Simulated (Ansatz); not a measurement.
# BaPbO3 (Pm-3m): Grüneisen parameters, part 2 of 2

Aim: how the phonons of BaPbO3 (Pm-3m) shift with volume, and the thermal expansion that follows.

Ansatz 0.2.0; DFT PBEsol, scalar-relativistic, plane waves, PAW; PAW set soft_1.

So far, highest frequency on the path or at a solved wavevector (cm⁻¹): step 2 (response at finite wavevector) 660.

### 4. Phonons at the other volume, volume ratio 0.97

The phonons are repeated at this volume on the same k and q meshes.

File input.yaml:

```yaml
crystal:
  lattice:
    - [4.2378224166, 0.0, 0.0]
    - [0.0, 4.2378224166, 0.0]
    - [0.0, 0.0, 4.2378224166]
  atoms:
    - { symbol: Ba, position: [0.5, 0.5, 0.5] }
    - { symbol: Pb, position: [0.0, 0.0, 0.0] }
    - { symbol: O, position: [0.0, 0.5, 0.0] }
    - { symbol: O, position: [0.0, 0.0, 0.5] }
    - { symbol: O, position: [0.5, 0.0, 0.0] }
kpoints:
  mp_grid: { grid: [8, 8, 8] }
hamiltonian:
  xc: pbesol
  pseudopotentials: { kind: paw, azcp: { folder: soft_1 }, xc_functional: pbe }
scf:
  occupations: { method: methfessel_paxton, width: 0.2 }
output:
  eigenvalues: true
phonons:
  method: dfpt
  qmesh: [4, 4, 4]
  temperatures: { t_max: 1000, t_step: 50 }
  qpath:
    path:
      - [[0.0, 0.0, 0.0], [0.0, 0.5, 0.0], [0.5, 0.5, 0.0], [0.0, 0.0, 0.0], [0.5, 0.5, 0.5], [0.0, 0.5, 0.0]]
      - [[0.5, 0.5, 0.5], [0.5, 0.5, 0.0]]
    npoints: 10
```

On the command line:

```sh
> ansatz run input.yaml --threads 4 --pin off --max-ram 10240MiB --backend cpu --events-out ev --progress --plain --runs-dir out
```

Numbers of over 12 decimals in the logs are rounded to 6 here.

Output:

```text
[...]
Crystal: 5 atoms, lattice volume = 76.108 Å³
Basis set: ecut = 420 eV, 1503 PW (Γ), exchange–correlation on 60×60×60 points (8 copies of the dense FFT grid, shifted against one another)
Bands: 26, of which v1, the nominal top of the filled ones, is band 21 counted from 1 (20 counted from 0)
Symmetry: 48 space group operations
k-points: 35 of 512
[...]
SCF iter   1: F=—  HF=-19304.868738 eV  |F-HF|=—  |Δ(HF+E_count)|=         —  Δρ=5.63e-2  dr2=3.49e0  ethr=3.10e-3  ⟨swp⟩=11.0  Hψ=6097  notcnv=0
[...]
SCF iter  11: F=-19303.471692 eV  HF=-19303.471692 eV  |F-HF|=3.64e-12  |Δ(HF+E_count)|=  1.09e-11  S|Δr|=    0.00e0  Δρ=3.49e-8  dr2=7.79e-13  ethr=1.00e-12  ⟨swp⟩=18.0  Hψ=6954  notcnv=0
SCF 1 converged in 11 iterations: F = -19303.471692 eV  dr2 = 7.79e-13
[...]
SCF iter   9: F=-19303.471692 eV  HF=-19303.471692 eV  |F-HF|=3.64e-12  |Δ(HF+E_count)|=  7.28e-12  S|Δr|=    0.00e0  Δρ=8.18e-8  dr2=2.22e-12  ethr=1.00e-12  ⟨swp⟩=1.4  Hψ=2055  notcnv=0
SCF 2 converged in 9 iterations: F = -19303.471692 eV  dr2 = 2.22e-12
[...]
NSCF: frozen V_eff on 35 k-points
[...]
SCF converged after 11 iterations
[...]
Free energy (F): -19303.471692 eV
[...]
Internal energy: -19303.482919 eV  (E = F + TS)
E sigma→0 (E₀):  -19303.474499 eV
Entropy (-TS):   0.011227 eV (2.245 meV/atom)
Fermi energy:    9.619052 eV
[...]
--- Band table (eV; the first three rows and the last of 35) ---
  k-point 0: bands = [... 17 lower, 8.5149, 8.5149, 8.9278, 8.9278, 8.9278, 14.2518, 14.2518, 16.1398, ... 1 higher]
  k-point 1: bands = [... 17 lower, 8.4864, 8.4864, 8.8935, 8.8935, 9.5327, 14.4829, 14.4907, 16.4370, ... 1 higher]
  k-point 2: bands = [... 17 lower, 8.4293, 8.4293, 8.8150, 8.8150, 10.9410, 15.0510, 15.1052, 16.7607, ... 1 higher]
  k-point 34: bands = [... 17 lower, 9.4771, 9.4771, 9.6561, 9.6561, 14.4456, 14.4456, 14.4456, 16.7094, ... 1 higher]
[...]
ASR residual: 2.084e-5 → 0.000e0 eV/Å²; symmetrization residual: 5.680e-7 eV/Å²
  ASR residual per site (eV/Å²): 1.41e-5 1.50e-6 2.08e-5 2.08e-5 2.08e-5
[...]
--- Phonons (arbitrary-q DFPT): 10 irreducible q on the 4×4×4 mesh ---
[...]
interpolated dispersion: 62 rows × 15 modes
[...]
```

Wall time 11 min (4 threads of Arm Neoverse V2, shared host); peak memory 2.6 GiB; 43 min of CPU time.

Numbers from this step:

```yaml
sum_rule_residual_before_enforcement: 2.08e-5 eV/Å²
lowest_frequency_on_the_path: -165.0 cm⁻¹
highest_frequency_on_the_path_or_at_a_solved_wavevector: 698.7 cm⁻¹
highest_optical_mode_at_the_zone_centre_no_lo_to_term: 605.2 cm⁻¹
lowest_optical_zone_centre_mode: 66.69 cm⁻¹
lowest_mode_on_the_q_mesh_acoustic_modes_at_gamma_apart: -165.0 cm⁻¹
```

Frequencies (cm⁻¹) solved at each irreducible wavevector; negative means imaginary. Frequencies by wavevector, by row:

| q in reciprocal lattice units | star | mode 1 | mode 2 | mode 3 | mode 4 | mode 13 | mode 14 | mode 15 |
| --- | --- | --- | --- | --- | --- | --- | --- | --- |
| 0 0 0 | 1 | 0 | 0 | 0 | 66.7 | 605.2 | 605.2 | 605.2 |
| 0 0 0.25 | 6 | 45.2 | 45.2 | 74.3 | 74.3 | 608.8 | 608.8 | 633.3 |
| 0 0 -0.5 | 3 | 64.8 | 64.8 | 76.8 | 76.8 | 612.2 | 612.2 | 636.7 |
| 0 0.25 0.25 | 12 | -73.8 | 52.3 | 59 | 83.4 | 542.7 | 612.5 | 674.7 |
| 0 0.25 -0.5 | 12 | -103.6 | 63.9 | 67 | 76 | 509.4 | 616 | 676.8 |
| 0 -0.5 -0.5 | 3 | -148.9 | 49.8 | 49.8 | 67.8 | 350.3 | 619.5 | 680.7 |
| 0.25 0.25 0.25 | 8 | -97.2 | -49.8 | -49.8 | 65.8 | 545.1 | 545.1 | 689.9 |
| 0.25 0.25 -0.5 | 12 | -122.8 | -84.9 | -61.1 | 72.5 | 493 | 547.8 | 692.6 |
| 0.25 -0.5 -0.5 | 6 | -157.7 | -110.2 | -110.2 | 74.8 | 356.4 | 533.5 | 695.1 |
| -0.5 -0.5 -0.5 | 1 | -165 | -165 | -165 | 78 | 361.6 | 361.6 | 696.9 |

The highest optical mode at the zone centre (no LO-TO term) is 605.2 cm⁻¹, +40.8 cm⁻¹ against the base run.

### 5. Relaxing at another volume, volume ratio 1.03

The volume is scaled by 1.03 and held; symmetry leaves nothing to relax, so this is a single point. The modes can then be followed against volume.

input.yaml, the sections that differ from step 4:

```yaml
crystal:
  lattice:
    - [4.3234580629, 0.0, 0.0]
    - [0.0, 4.3234580629, 0.0]
    - [0.0, 0.0, 4.3234580629]
  atoms:
    - { symbol: Ba, position: [0.5, 0.5, 0.5] }
    - { symbol: Pb, position: [0.0, 0.0, 0.0] }
    - { symbol: O, position: [0.0, 0.5, 0.0] }
    - { symbol: O, position: [0.0, 0.0, 0.5] }
    - { symbol: O, position: [0.5, 0.0, 0.0] }
output:
  forces: true
  stress: true
  eigenvalues: true
# kpoints, hamiltonian, scf: as in step 4
# phonons: removed
```

Output:

```text
[...]
Crystal: 5 atoms, lattice volume = 80.815 Å³
Basis set: ecut = 420 eV, 1575 PW (Γ), exchange–correlation on 60×60×60 points (8 copies of the dense FFT grid, shifted against one another)
Bands: 26, of which v1, the nominal top of the filled ones, is band 21 counted from 1 (20 counted from 0)
Symmetry: 48 space group operations
[...]
k-points: 35 of 512
[...]
k-point 0: bands = [... 17 lower, 7.8019, 7.8019, 8.1308, 8.1308, 8.1308, 13.3762, 13.3762, 14.8984, ... 1 higher]
  k-point 1: bands = [... 17 lower, 7.7731, 7.7731, 8.1003, 8.1003, 8.5020, 13.5873, 13.5962, 15.1792, ... 1 higher]
  k-point 2: bands = [... 17 lower, 7.7153, 7.7153, 8.0276, 8.0276, 9.7152, 14.1067, 14.1507, 15.7376, ... 1 higher]
  k-point 34: bands = [... 17 lower, 8.6554, 8.6755, 8.6755, 8.6755, 13.4113, 13.4113, 13.4113, 15.1426, ... 1 higher]
[key lines of the parts left out:]
SCF converged after 8 iterations
Free energy (F): -19303.475034 eV
Fermi energy:    8.705882 eV
P = ⅓ Tr σ = -3.0360 GPa (-30.360 kbar)
```

It took 1.5 s on 4 threads; peak memory 0.4 GiB.

This step gave:

```yaml
pressure: -3.036 GPa
volume_per_atom: 16.16 Å³
```

The run ends at a pressure of -3.04 GPa.

### 6. Phonons at the other volume, volume ratio 1.03

The phonons are repeated at this volume on the same k and q meshes.

Changes to input.yaml since step 5:

```diff
@@ -19,4 +19,11 @@
 output:
-  forces: true
-  stress: true
   eigenvalues: true
+phonons:
+  method: dfpt
+  qmesh: [4, 4, 4]
+  temperatures: { t_max: 1000, t_step: 50 }
+  qpath:
+    path:
+      - [[0.0, 0.0, 0.0], [0.0, 0.5, 0.0], [0.5, 0.5, 0.0], [0.0, 0.0, 0.0], [0.5, 0.5, 0.5], [0.0, 0.5, 0.0]]
+      - [[0.5, 0.5, 0.5], [0.5, 0.5, 0.0]]
+    npoints: 10
```

Output:

```text
[...]
Crystal: 5 atoms, lattice volume = 80.815 Å³
Basis set: ecut = 420 eV, 1575 PW (Γ), exchange–correlation on 60×60×60 points (8 copies of the dense FFT grid, shifted against one another)
Bands: 26, of which v1, the nominal top of the filled ones, is band 21 counted from 1 (20 counted from 0)
Symmetry: 48 space group operations
k-points: 35 of 512
[...]
k-point 34: bands = [... 17 lower, 8.6553, 8.6754, 8.6754, 8.6754, 13.4112, 13.4112, 13.4112, 15.1425, ... 1 higher]
[...]
ASR residual: 3.158e-5 → 0.000e0 eV/Å²; symmetrization residual: 1.797e-6 eV/Å²
  ASR residual per site (eV/Å²): 2.88e-6 1.60e-5 3.16e-5 3.16e-5 3.16e-5
[...]
--- Phonons (arbitrary-q DFPT): 10 irreducible q on the 4×4×4 mesh ---
[...]
interpolated dispersion: 62 rows × 15 modes
[...]
[key lines of the parts left out:]
SCF converged after 11 iterations
Free energy (F): -19303.475034 eV
Fermi energy:    8.705791 eV
```

Wall time 11 min (4 threads); peak memory 2.7 GiB.

Numbers from this step:

```
sum-rule residual before enforcement                    : 3.16e-5 eV/Å²
lowest frequency on the path                            : -160.9 cm⁻¹
highest frequency on the path or at a solved wavevector : 622.5 cm⁻¹
highest optical mode at the zone centre (no LO-TO term) : 526.4 cm⁻¹
lowest optical zone-centre mode                         : -14.15 cm⁻¹
lowest mode on the q mesh (acoustic modes at Γ apart)   : -160.9 cm⁻¹
```

Frequencies (cm⁻¹) solved at each irreducible wavevector; negative means imaginary. Frequencies by wavevector, by row:

| q in reciprocal lattice units | star | mode 1 | mode 2 | mode 3 | mode 4 | mode 13 | mode 14 | mode 15 |
| --- | --- | --- | --- | --- | --- | --- | --- | --- |
| 0 0 0 | 1 | -14.2 | -14.2 | -14.2 | 0 | 526.4 | 526.4 | 526.4 |
| 0 0 0.25 | 6 | 26.8 | 26.8 | 49.1 | 49.1 | 529.5 | 530.4 | 530.4 |
| 0 0 -0.5 | 3 | 38.1 | 38.1 | 67.5 | 67.5 | 534.5 | 534.5 | 550.9 |
| 0 0.25 0.25 | 12 | -84.4 | 6.4 | 40.3 | 68.5 | 463.4 | 534.4 | 580.9 |
| 0 0.25 -0.5 | 12 | -111.6 | 38.1 | 48 | 52.3 | 430.2 | 538.5 | 596 |
| 0 -0.5 -0.5 | 3 | -150.1 | -26.7 | -26.7 | 53.5 | 284.4 | 542.5 | 605 |
| 0.25 0.25 0.25 | 8 | -100.2 | -70.5 | -70.5 | 47.4 | 465.7 | 465.7 | 605.9 |
| 0.25 0.25 -0.5 | 12 | -126 | -98.9 | -73.5 | 48.9 | 413.3 | 469.1 | 614.4 |
| 0.25 -0.5 -0.5 | 6 | -156.3 | -116 | -116 | 51.7 | 286.2 | 455.6 | 619.4 |
| -0.5 -0.5 -0.5 | 1 | -160.9 | -160.9 | -160.9 | 51.9 | 289.7 | 289.7 | 621.6 |

The highest optical mode at the zone centre (no LO-TO term) is 526.4 cm⁻¹, -37.9 cm⁻¹ against the base run.

### 7. Grüneisen parameters

The Grüneisen parameter of a mode is minus the logarithmic change of its frequency with volume, −d ln ω / d ln V; weighted by heat capacity it gives the expansion.

This step gave:

| Property | Result |
| --- | --- |
| bulk modulus | 112.9 GPa |

Phonon branches along the path, in cm⁻¹:

| point | branch 1 | branch 2 | branch 3 | branch 4 | branch 12 | branch 13 | branch 14 | branch 15 |
| --- | --- | --- | --- | --- | --- | --- | --- | --- |
| Γ | 0 | 0 | 0 | 44 | 131 | 564 | 564 | 564 |
| halfway | 40 | 40 | 60 | 60 | 223 | 568 | 568 | 579 |
| X | 52 | 52 | 72 | 72 | 282 | 572 | 572 | 591 |
| halfway | -108 | 52 | 58 | 64 | 286 | 468 | 576 | 636 |
| M | -150 | 28 | 28 | 61 | 293 | 310 | 580 | 642 |
| halfway | -80 | 36 | 52 | 76 | 265 | 501 | 572 | 627 |
| Γ | 0 | 0 | 0 | 44 | 131 | 564 | 564 | 564 |
| halfway | -99 | -62 | -62 | 57 | 271 | 504 | 504 | 646 |
| R | -163 | -163 | -163 | 66 | 241 | 320 | 320 | 658 |
| halfway | -125 | -94 | -69 | 61 | 275 | 452 | 507 | 653 |
| X | 52 | 52 | 72 | 72 | 282 | 572 | 572 | 591 |
| jump to R | -163 | -163 | -163 | 66 | 241 | 320 | 320 | 658 |
| halfway | -158 | -114 | -114 | 64 | 268 | 316 | 493 | 656 |
| M | -150 | 28 | 28 | 61 | 293 | 310 | 580 | 642 |

The same for volume x 0.97:

| point | branch 1 | branch 2 | branch 3 | branch 4 | branch 12 | branch 13 | branch 14 | branch 15 |
| --- | --- | --- | --- | --- | --- | --- | --- | --- |
| Γ | 0 | 0 | 0 | 67 | 132 | 605 | 605 | 605 |
| X | 65 | 65 | 77 | 77 | 294 | 612 | 612 | 637 |
| M | -149 | 50 | 50 | 68 | 302 | 350 | 620 | 681 |
| Γ | 0 | 0 | 0 | 67 | 132 | 605 | 605 | 605 |
| R | -165 | -165 | -165 | 78 | 246 | 362 | 362 | 697 |
| X | 65 | 65 | 77 | 77 | 294 | 612 | 612 | 637 |
| R | -165 | -165 | -165 | 78 | 246 | 362 | 362 | 697 |
| M | -149 | 50 | 50 | 68 | 302 | 350 | 620 | 681 |

The same for volume x 1.03:

| point | branch 1 | branch 2 | branch 3 | branch 4 | branch 12 | branch 13 | branch 14 | branch 15 |
| --- | --- | --- | --- | --- | --- | --- | --- | --- |
| Γ | -14 | -14 | -14 | 0 | 130 | 526 | 526 | 526 |
| X | 38 | 38 | 68 | 68 | 270 | 534 | 534 | 551 |
| M | -150 | -27 | -27 | 54 | 281 | 284 | 542 | 605 |
| Γ | -14 | -14 | -14 | 0 | 130 | 526 | 526 | 526 |
| R | -161 | -161 | -161 | 52 | 236 | 290 | 290 | 622 |
| X | 38 | 38 | 68 | 68 | 270 | 534 | 534 | 551 |
| R | -161 | -161 | -161 | 52 | 236 | 290 | 290 | 622 |
| M | -150 | -27 | -27 | 54 | 281 | 284 | 542 | 605 |

### 8. What came out

```
bulk modulus : 113 GPa
```

No expansion is given, because modes are imaginary at one volume or more. The highest optical mode at Γ goes from 605 to 526 cm⁻¹ as the cell grows, a Grüneisen parameter of 2.32. Branches are matched by rank, so values near crossings are rough. With no gap, or one that is small against the smearing, the frequencies hang on the k mesh and the smearing, most of all near Kohn anomalies. A semilocal functional can close a gap that the real compound would have, so the metallic treatment may be an artefact of the level. Spin-orbit coupling is left out, which can matter for the heavy elements here. The PAW files were made for PBE and serve the other functionals too. A phonon run warned that its eigensolver left some bands unconverged in a pass.

[Logs are printed without paths, hosts, clocks, repeated set-up lines and the standing remarks that a program may print on its own settings, such as how far it seeks lower states.]

[Hosts, paths, dates, database ids (printed as entryN), source tags and the programs' standing remarks are cut or masked in the printed files.]
